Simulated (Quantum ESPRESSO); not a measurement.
# Near-edge structure at the Ti K edge of Ti (Titanium, Im-3m), part 3 of 3

Aim: the near-edge shape at the Ti K edge of Ti (Titanium, Im-3m), and what the core hole does to it.

Quantum ESPRESSO 7.5; X-ray absorption near-edge structure, plane-wave PAW PBEsol, one-electron final states by a Lanczos continued fraction.

So far. Step 8 (Spectrum with XCH, Ti atom 1): Main maxima below 30 eV (height): 0.4 eV (0.71), 6.0 eV (0.65), 11.2 eV (1.58), 12.8 eV (1.72), 15.4 eV (2.30), 16.7 eV (1.87), 23.6 eV (1.57) and 29.0 eV (1.83).  Step 8 (Spectrum with XCH, Ti atom 1): The total-energy difference is 4977.68 eV. One term is added: -22.82 eV, since the hole is spin-paired here and a spin-polarised one costs that much less in the free atom (computed apart). The photon energy is then 4954.86 eV.

This is not the structure that Ti takes at ambient pressure and room temperature (hexagonal, No. 194); it is a model or a phase of other conditions.

## (9) Another broadening

The final state's lifetime shortens with energy, so measured features broaden above the edge; the saved Lanczos coefficients are redrawn with a width that grows.

Input file xspectra_plot.in:

```
&input_xspectra
   calculation='xanes_dipole', edge='K'
   prefix='x', outdir='tmp', xiabs=1, xe0=7.5657
   xonly_plot=.true., x_save_file='xanes.sav'
   xniter=3000, xcheck_conv=20, xerror=0.005
   xcoordcrys=.false., xepsilon(1)=1, xepsilon(2)=0, xepsilon(3)=0
/
&plot
   xnepoint=413, xemin=-10, xemax=45, terminator=.true., cut_occ_states=.true.
   gamma_mode='variable', gamma_energy(1)=4, gamma_energy(2)=25, gamma_value(1)=0.47, gamma_value(2)=4
/
&pseudos
   filecore='../Ti.wfc'
/
&cut_occ
   cut_desmooth=0.1, cut_stepl=0.05, cut_stepu=0.05, cut_ierror=1e-5
/
5 5 5 0 0 0
```

Started as:

```bash
> OMP_NUM_THREADS=1 xspectra.x -in xspectra_plot.in > xspectra_plot.out
```

Output:

```text
     [... banner and references ...]
Reading input_file
     -------------------------------------------------------------------------

     calculation: xanes_dipole

     xonly_plot: TRUE
        => only the spectrum plot

     main plot parameters:
        cut_occ_states: TRUE
        gamma_mode:  variable
        -> first, constant up to point ( 4.00, 0.47) [eV]
        -> then, linear up to point (25.00, 4.00) [eV]
        -> finally, constant up to xemax
        xemin [eV]: -10.00
        xemax [eV]:  45.00
        xnepoint:  413
[...]
xemin [eV]: -10.00
        xemax [eV]:  45.00
        xnepoint:  413
        energy-dependent broadening parameter:
         -> first, constant up to point ( 4.00, 0.47) [eV]
         -> then, linear up to point (25.00, 4.00) [eV]
         -> finally, constant up to xemax
        Core level energy [eV]:  -4966.
         (from electron binding energy of neutral atoms in X-ray data booklet)

     Cross-section successfully written in xanes.dat

     -------------------------------------------------------------------------
                                END JOB XSpectra
     -------------------------------------------------------------------------
[key lines of the parts left out:]
Fermi level [eV]:   7.9211
```

Wall time 2 s (1 MPI rank of Intel Xeon Platinum 8488C (Sapphire Rapids), shared host); peak memory 0.05 GiB.

With a Lorentzian half width 0.47 eV up to 4 eV, rising linearly to 4 eV at 25 eV, the maxima are 0.4 eV (0.69) and 15.1 eV (1.49).

## (10) Quadrupole spectrum with XCH, Ti atom 1

Pre-edge features of transition metals can come from s→d transitions, which the dipole operator misses, so the quadrupole term is computed on the same field.

Changed against the first core-hole run: operator from dipole to quadrupole.

Input file xspectra.in:

```
&input_xspectra
   calculation='xanes_quadrupole', edge='K'
   prefix='x', outdir='tmp', xiabs=1, xe0=7.5657
   xonly_plot=.false., x_save_file='xanes.sav'
   xniter=3000, xcheck_conv=20, xerror=0.005
   xcoordcrys=.false., xepsilon(1)=1, xepsilon(2)=0, xepsilon(3)=0
   xkvec(1)=0, xkvec(2)=1, xkvec(3)=0
/
&plot
   xnepoint=226, xemin=-8, xemax=22, terminator=.true., cut_occ_states=.true.
   xgamma=0.4
/
&pseudos
   filecore='../Ti.wfc'
/
&cut_occ
   cut_desmooth=0.1, cut_stepl=0.05, cut_stepu=0.05, cut_ierror=1e-5
/
5 5 5 0 0 0
```

Started as:

```bash
> OMP_NUM_THREADS=1 mpirun --oversubscribe --bind-to none -np 4 xspectra.x -nk 4 -in xspectra.in > xspectra.out
```

Output:

```text
     [... banner and references ...]
Reading input_file

     calculation: xanes_qyadrupole

     xepsilon  [cartesian coordinates]:   1.000000   0.000000   0.000000

     xonly_plot: FALSE
        => complete calculation: Lanczos + spectrum plot

     filecore (core-wavefunction file): ../Ti.wfc

     main plot parameters:
        cut_occ_states: TRUE
        gamma_mode:  constant
        -> using xgamma [eV]:  0.40
        xemin [eV]:  -8.00
        xemax [eV]:  22.00
        xnepoint:  226
        xe0 [eV]:   7.565700 (energy zero read in input file)

[...]
Results of STEP 1 successfully written in x_save_file
     x_save_file name:
     ->  xanes.sav
     x_save_file version:  2

     ... End STEP 1 ...

     ... Begin STEP 2 ...

     The spectrum is calculated using the following parameters:
        xe0 [eV]:    7.5657
        the occupied states are elimintate from the spectrum
        xemin [eV]:  -8.00
        xemax [eV]:  22.00
        xnepoint:  226
        constant broadening parameter [eV]:    0.400
        Core level energy [eV]:  -4966.
         (from electron binding energy of neutral atoms in X-ray data booklet)

     Cross-section successfully written in xanes.dat

     ... End STEP 2 ...

                                END JOB XSpectra
```

Wall time 61 s (4 MPI ranks); peak memory 0.14 GiB; 4 min of CPU time.

Dipole and quadrupole parts on one scale (eps x, k y):

```tsv
E (eV)	dipole	quadrupole × 20
-3.0	0.03	0.01
-2.0	0.05	0.01
-1.0	0.10	0.02
0.0	0.51	0.12
1.0	0.39	0.13
2.0	0.33	0.16
3.0	0.32	0.16
4.0	0.37	0.08
5.0	0.63	0.04
6.0	0.65	0.03
7.0	0.49	0.02
8.0	0.69	0.03
9.0	1.12	0.05
10.0	1.21	0.04
11.0	1.53	0.04
12.0	1.25	0.03
13.0	1.67	0.03
14.0	1.41	0.02
15.0	1.78	0.02
16.0	1.75	0.02
17.0	1.44	0.02
18.0	1.13	0.02
19.0	0.88	0.02
20.0	0.99	0.03
21.0	1.13	0.03
22.0	1.52	0.02
```

## (11) Supercell with FCH, Ti atom 1

The holes are 5.7 Å apart. The excited electron is left out and a uniform background balances the charge.

Changed against the first core-hole run: core hole to FCH.

Input file scf.in:

```
&control
   calculation='scf', prefix='x', pseudo_dir='../pp', outdir='tmp', tprnfor=.true.
/
&system
   ibrav=0, nat=8, ntyp=2, nbnd=20
   ecutwfc=40, ecutrho=310
   occupations='smearing', smearing='mv', degauss=0.015
   tot_charge=1
/
&electrons
   conv_thr=8.0e-08, electron_maxstep=120
   mixing_beta=0.5
/
ATOMIC_SPECIES
Ti0 1.0 Ti.pbesol-nx-kjpaw-1sch.UPF
Ti 1.0 Ti.pbesol-nx-kjpaw.UPF
CELL_PARAMETERS angstrom
  -3.28200000 3.28200000 3.28200000
  3.28200000 -3.28200000 3.28200000
  3.28200000 3.28200000 -3.28200000
ATOMIC_POSITIONS crystal
Ti0  0.00000000 0.00000000 0.00000000
Ti   0.00000000 0.00000000 0.50000000
Ti   0.00000000 0.50000000 0.00000000
Ti   0.50000000 0.00000000 0.00000000
Ti   0.00000000 0.50000000 0.50000000
Ti   0.50000000 0.00000000 0.50000000
Ti   0.50000000 0.50000000 0.00000000
Ti   0.50000000 0.50000000 0.50000000
K_POINTS automatic
6 6 6 0 0 0
```

Started as:

```bash
> OMP_NUM_THREADS=1 mpirun --oversubscribe --bind-to none -np 4 pw.x -nk 4 -in scf.in > scf.out
```

Output:

```text
     [... banner and references ...]
[banner, memory and clock lines left out]
using ibrav=0 with symmetry is DISCOURAGED, use correct ibrav instead

     G-vector sticks info

     bravais-lattice index     =            0
     lattice parameter (alat)  =      10.7423  a.u.
     unit-cell volume          =     954.2723 (a.u.)^3
     number of atoms/cell      =            8
     number of atomic types    =            2
     number of electrons       =        32.00
     number of Kohn-Sham states=           20
     kinetic-energy cutoff     =      40.0000  Ry
     charge density cutoff     =     310.0000  Ry
     scf convergence threshold =      8.0E-08
     mixing beta               =       0.5000
     number of iterations used =            8  plain     mixing
     Exchange-correlation= SLA  PW   PSX  PSC
                           (   1   4  10   8   0   0   0)

     celldm(1)=  10.742320  celldm(2)=   0.000000  celldm(3)=   0.000000
     celldm(4)=   0.000000  celldm(5)=   0.000000  celldm(6)=   0.000000

     crystal axes: (cart. coord. in units of alat)
               a(1) = (  -0.577350   0.577350   0.577350 )
               a(2) = (   0.577350  -0.577350   0.577350 )
               a(3) = (   0.577350   0.577350  -0.577350 )

     reciprocal axes: (cart. coord. in units 2 pi/alat)
               b(1) = ( -0.000000  0.866025  0.866025 )
               b(2) = (  0.866025 -0.000000  0.866025 )
               b(3) = (  0.866025  0.866025  0.000000 )

     PseudoPot. #1 for Ti:     Pseudo is Projector augmented-wave + core cor, Zval =  5.0

     PseudoPot. #2 for Ti:     Pseudo is Projector augmented-wave + core cor, Zval =  4.0

[...]
Davidson diagonalization with overlap
     ethr =  1.85E-09,  avg # of iterations =  1.0

     total energy              =    -677.71533818 Ry
     estimated scf accuracy    <       0.00000035 Ry

     iteration # 37     ecut=    40.00 Ry     beta= 0.50
     Davidson diagonalization with overlap
     ethr =  1.11E-09,  avg # of iterations =  3.9

     End of self-consistent calculation

          k = 0.0000 0.0000 0.0000 (  4093 PWs)   bands (ev):

     1.7713   5.1945   5.1945   5.1964   5.2031   5.2031   5.2031   5.5517
     5.5517   7.0769   7.0769   7.0769   7.1667   7.1667   7.1667   8.4170
     8.4170   8.4172   8.7014   8.7014

     [... bands of 15 further k-points ...]

     the Fermi energy is     7.5245 ev

!    total energy              =    -677.71533817 Ry
     total all-electron energy =    -13280.456687 Ry
     estimated scf accuracy    <       0.00000005 Ry
     smearing contrib. (-TS)   =       0.00232405 Ry
     internal energy E=F+TS    =    -677.71766222 Ry

     The total energy is F=E-TS. E is the sum of the following terms:
     one-electron contribution =      45.02299549 Ry
     hartree contribution      =       3.85507928 Ry
     xc contribution           =    -163.12129261 Ry
     ewald contribution        =     -80.09494790 Ry
     one-center paw contrib.   =    -483.37949648 Ry

     convergence has been achieved in  37 iterations

     Forces acting on atoms (cartesian axes, Ry/au):

     atom    1 type  1   force =     0.00000000    0.00000000    0.00000000
     atom    2 type  2   force =     0.00000000    0.00000000    0.00000000
     atom    3 type  2   force =     0.00000000   -0.00000000    0.00000000
[...]
atom    7 type  2   force =    -0.00000000    0.00000000   -0.00000000
     atom    8 type  2   force =    -0.00000000   -0.00000000   -0.00000000

     Total force =     0.000000     Total SCF correction =     0.000000

     XML data file, charge density, pseudopotentials, collected wavefunctions
```

The job ended after 58 s (4 MPI ranks; peak memory 0.17 GiB).

Energy with the hole: -180689.818 eV, cores included.

## (12) Spectrum with FCH, Ti atom 1

Changed against the first core-hole run: core hole to FCH.

Input file xspectra.in:

```
&input_xspectra
   calculation='xanes_dipole', edge='K'
   prefix='x', outdir='tmp', xiabs=1, xe0=7.5245
   xonly_plot=.false., x_save_file='xanes.sav'
   xniter=3000, xcheck_conv=20, xerror=0.005
   xcoordcrys=.false., xepsilon(1)=1, xepsilon(2)=0, xepsilon(3)=0
/
&plot
   xnepoint=413, xemin=-10, xemax=45, terminator=.true., cut_occ_states=.true.
   xgamma=0.4
/
&pseudos
   filecore='../Ti.wfc'
/
&cut_occ
   cut_desmooth=0.1, cut_stepl=0.05, cut_stepu=0.05, cut_ierror=1e-5
/
5 5 5 0 0 0
```

Started as:

```bash
> OMP_NUM_THREADS=1 mpirun --oversubscribe --bind-to none -np 4 xspectra.x -nk 4 -in xspectra.in > xspectra.out
```

Output:

```text
     [... banner and references ...]
Reading input_file

     calculation: xanes_dipole

     xepsilon  [cartesian coordinates]:   1.000000   0.000000   0.000000

     xonly_plot: FALSE
        => complete calculation: Lanczos + spectrum plot

     filecore (core-wavefunction file): ../Ti.wfc

     main plot parameters:
        cut_occ_states: TRUE
        gamma_mode:  constant
        -> using xgamma [eV]:  0.40
        xemin [eV]: -10.00
        xemax [eV]:  45.00
        xnepoint:  413
        xe0 [eV]:   7.524500 (energy zero read in input file)

[...]
Results of STEP 1 successfully written in x_save_file
     x_save_file name:
     ->  xanes.sav
     x_save_file version:  2

     ... End STEP 1 ...

     ... Begin STEP 2 ...

     The spectrum is calculated using the following parameters:
        xe0 [eV]:    7.5245
        the occupied states are elimintate from the spectrum
        xemin [eV]: -10.00
        xemax [eV]:  45.00
        xnepoint:  413
        constant broadening parameter [eV]:    0.400
        Core level energy [eV]:  -4966.
         (from electron binding energy of neutral atoms in X-ray data booklet)

     Cross-section successfully written in xanes.dat

     ... End STEP 2 ...

                                END JOB XSpectra
```

Elapsed: 49 s, on 4 MPI ranks; peak memory 0.14 GiB.

```tsv
E (eV)	first run	this run
-2.0	0.05	0.05
-1.0	0.10	0.12
0.0	0.51	0.60
1.0	0.39	0.46
2.0	0.33	0.34
3.0	0.32	0.32
4.0	0.37	0.37
5.0	0.63	0.62
6.0	0.65	0.65
7.0	0.49	0.51
8.0	0.69	0.67
9.0	1.12	1.08
10.0	1.21	1.19
11.0	1.53	1.49
12.0	1.25	1.22
13.0	1.67	1.67
14.0	1.41	1.43
15.0	1.78	1.59
16.0	1.75	1.86
17.0	1.44	1.62
18.0	1.13	1.12
19.0	0.88	0.92
20.0	0.99	0.99
21.0	1.13	1.14
22.0	1.52	1.43
23.0	1.41	1.37
24.0	1.50	1.50
25.0	1.25	1.26
26.0	1.04	1.03
27.0	1.07	1.06
28.0	1.35	1.27
29.0	1.83	1.75
30.0	1.18	1.18
31.0	1.43	1.34
32.0	1.56	1.64
```

Against the first run the r.m.s. difference is 5 %. The highest intensity below 24 eV goes from 15.4 eV (2.30) to 15.5 eV (2.28).

The photon energy of the zero moves by -0.01 eV.

## (13) With and without the hole

Both curves are counted from their own zero, so only the shift of weight within the empty states shows.

```tsv
E (eV)	no hole	XCH
-2.0	0.05	0.05
-1.0	0.12	0.10
0.0	0.64	0.51
1.0	0.47	0.39
2.0	0.31	0.33
3.0	0.34	0.32
4.0	0.42	0.37
5.0	0.61	0.63
6.0	0.63	0.65
7.0	0.54	0.49
8.0	0.66	0.69
9.0	1.06	1.12
10.0	1.19	1.21
11.0	1.46	1.53
12.0	1.22	1.25
13.0	1.67	1.67
14.0	1.43	1.41
15.0	1.59	1.78
16.0	1.89	1.75
17.0	1.59	1.44
18.0	1.15	1.13
19.0	0.94	0.88
20.0	0.94	0.99
21.0	1.10	1.13
22.0	1.45	1.52
23.0	1.31	1.41
24.0	1.48	1.50
25.0	1.18	1.25
26.0	1.00	1.04
27.0	1.01	1.07
28.0	1.21	1.35
29.0	1.70	1.83
30.0	1.07	1.18
31.0	1.34	1.43
32.0	1.57	1.56
```

With each curve scaled to its own mean, the area from −2 to 6 eV with the hole is 3.0 against 3.2, and the centre of weight from −1 to 20 eV moves by +0.1 eV (first and strongest maxima below 20 eV: 0.4 eV (0.87), 6.7 eV (0.65), 13.0 eV (1.68), 15.6 eV (2.25) and 16.7 eV (1.96) without the hole, 0.4 eV (0.71), 6.0 eV (0.65), 12.8 eV (1.72), 15.4 eV (2.30) and 16.7 eV (1.87) with it): the near-edge weight falls against the higher-lying part.

## (14) Results

```json
{
  "absorber and edge": "Ti K, atom 1 of the ground-state input (counted from 1)",
  "surroundings": "8 Ti at 2.84 Å and 6 Ti at 3.28 Å (cube and octahedron, as in bcc, site symmetry m-3m)",
  "highest intensity below 24 eV": "15.4 eV above the zero, height 2.30",
  "photon energy of the zero, with the added terms": "4954.9 eV (raw 4977.7 eV; PBEsol puts this hole about 6 eV below PBE, itself good to a few eV)"
}
```

What this shows: The Ti K edge of atom 1, with 8 Ti at 2.84 Å and 6 Ti at 3.28 Å (cube and octahedron, as in bcc, site symmetry m-3m), has its highest intensity of the first 24 eV at 15.4 eV above the zero, near 4970 eV in photon energy (PBEsol puts this hole about 6 eV below PBE, itself good to a few eV), 2.3 times the mean level of the first 20 eV (Lorentzian half width 0.4 eV). With each curve scaled to its own mean, the area from −2 to 6 eV with the hole is 3.0 against 3.2, and the centre of weight from −1 to 20 eV moves by +0.1 eV (first and strongest maxima below 20 eV: 0.4 eV (0.87), 6.7 eV (0.65), 13.0 eV (1.68), 15.6 eV (2.25) and 16.7 eV (1.96) without the hole, 0.4 eV (0.71), 6.0 eV (0.65), 12.8 eV (1.72), 15.4 eV (2.30) and 16.7 eV (1.87) with it): the near-edge weight falls against the higher-lying part. The quadrupole part peaks at 0.5 eV with 0.8 % of the dipole spectrum's mean level. Changing the core hole to FCH alters the shape by 5 % r.m.s., so the result is insensitive to this choice. The strongest dipole feature below the main edge lies at 0.4 eV (height 0.71); the site has an inversion centre, so it comes from p states mixed with the neighbours' empty states, not from local p–d mixing. Quadrupole 1s→3d transitions, which feed the pre-edge, are not in the dipole spectrum. The holes are only 5.7 Å apart, so the shape is probably not converged with cell size; no larger cell was run here. Lifetime broadening is put in by hand, and intensities beyond about 20 eV depend on it and on the partial waves. The structure is a published determination, not relaxed.

[Banner, clock and machine lines of the logs are left out without a mark of their own.]

[Logs are printed without paths, hosts, clocks, repeated set-up lines and the standing remarks that a program may print on its own settings, such as how far it seeks lower states.]

[Hosts, paths, dates, database ids (printed as entryN), source tags and the programs' standing remarks are cut or masked in the printed files.]

[Lists of maxima count a maximum above −3 eV only where it reaches 4 % of the highest in the window and stands out from its surroundings by 2 % of it (1.5 % where it reaches 55 %); shoulders and weaker maxima are passed over, and of the rest the first, up to two pre-edge ones and the few strongest are named.]
